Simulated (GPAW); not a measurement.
# BN (P6_3/mmc): refractive index against wavelength

The refractive index of BN (P6_3/mmc) along x below the direct gap (4.41 eV on the mesh) is read from one computed spectrum, n = √(Re ε). x, y and z are the Cartesian axes of the input cell.

The structure is hexagonal, space group P6_3/mmc (No. 194). The conventional cell has a = 2.498 Å, b = 2.498 Å, c = 6.636 Å, α = 90.00°, β = 90.00°, γ = 120.00°. N on site d is surrounded by 3 B at 1.44 Å. B on site c is surrounded by 3 N at 1.44 Å.

Method: GPAW 26.7.0, LDA, RPA, k-mesh 18×18×6, local fields up to 50 eV, Lorentzian half width 0.1 eV.

Launch of the response step: `OMP_NUM_THREADS=1 python df.py`. The run took 66 s, its band step included, on 1 thread of Arm Neoverse V2 (shared host).

```tsv
wavelength (nm)	photon energy E (eV)	n
1064	1.165	2.2395
850	1.459	2.2554
700	1.771	2.2775
633	1.959	2.2937
532	2.331	2.3336
450	2.755	2.3956
405	3.061	?
```

In the single-oscillator model n² − 1 = E₀E_d/(E₀² − E²), so 1/(n² − 1) = E₀/E_d − E²/(E₀E_d) is linear in E².

Working, on the rows shown:

| x = E² (eV²) | y = 1/(n² − 1) |
| --- | --- |
| 1.35784 | 0.249044 |
| 2.12762 | 0.244688 |
| 3.13716 | 0.238834 |
| 3.83641 | 0.234683 |
| 5.43137 | 0.224937 |
| 7.59115 | 0.211019 |

Means: x̄ = 3.9136, ȳ = 0.23387. Σ(x − x̄)(y − ȳ) = -0.1596, Σ(x − x̄)² = 26.16. Slope = -0.1596 / 26.16 = -0.006102; intercept = ȳ − slope · x̄ = 0.25775. Turned back into n, the line misses the rows shown by at most 0.0019.

Q: What does the fit predict for the withheld row, and how well does it do?

A: At x = 9.3718 the line gives y = 0.20056, that is 2.4466. The run gave 2.4559, so the extrapolation is off by 0.0093, 4 % of the range in the table.

Refitted with all rows, the slope is -0.006266 and the intercept 0.25826. These give E₀ = √(intercept/−slope) = 6.42 eV and E_d = E₀/intercept = 24.9 eV; E₀ is 1.5 times the direct gap. The electronic limit at long wavelengths, without lattice vibrations, is n = √(1 + 1/intercept) = 2.207. The cell comes from an older database entry, whose edges can be off by a per cent or so. Excitons are left out; LDA gaps are as a rule too small. The values come from a sum over the points of one k-mesh and carry its error, which grows as the direct gap shrinks.

[Logs are printed without paths, hosts, clocks, repeated set-up lines and the standing remarks that a program may print on its own settings, such as how far it seeks lower states.]
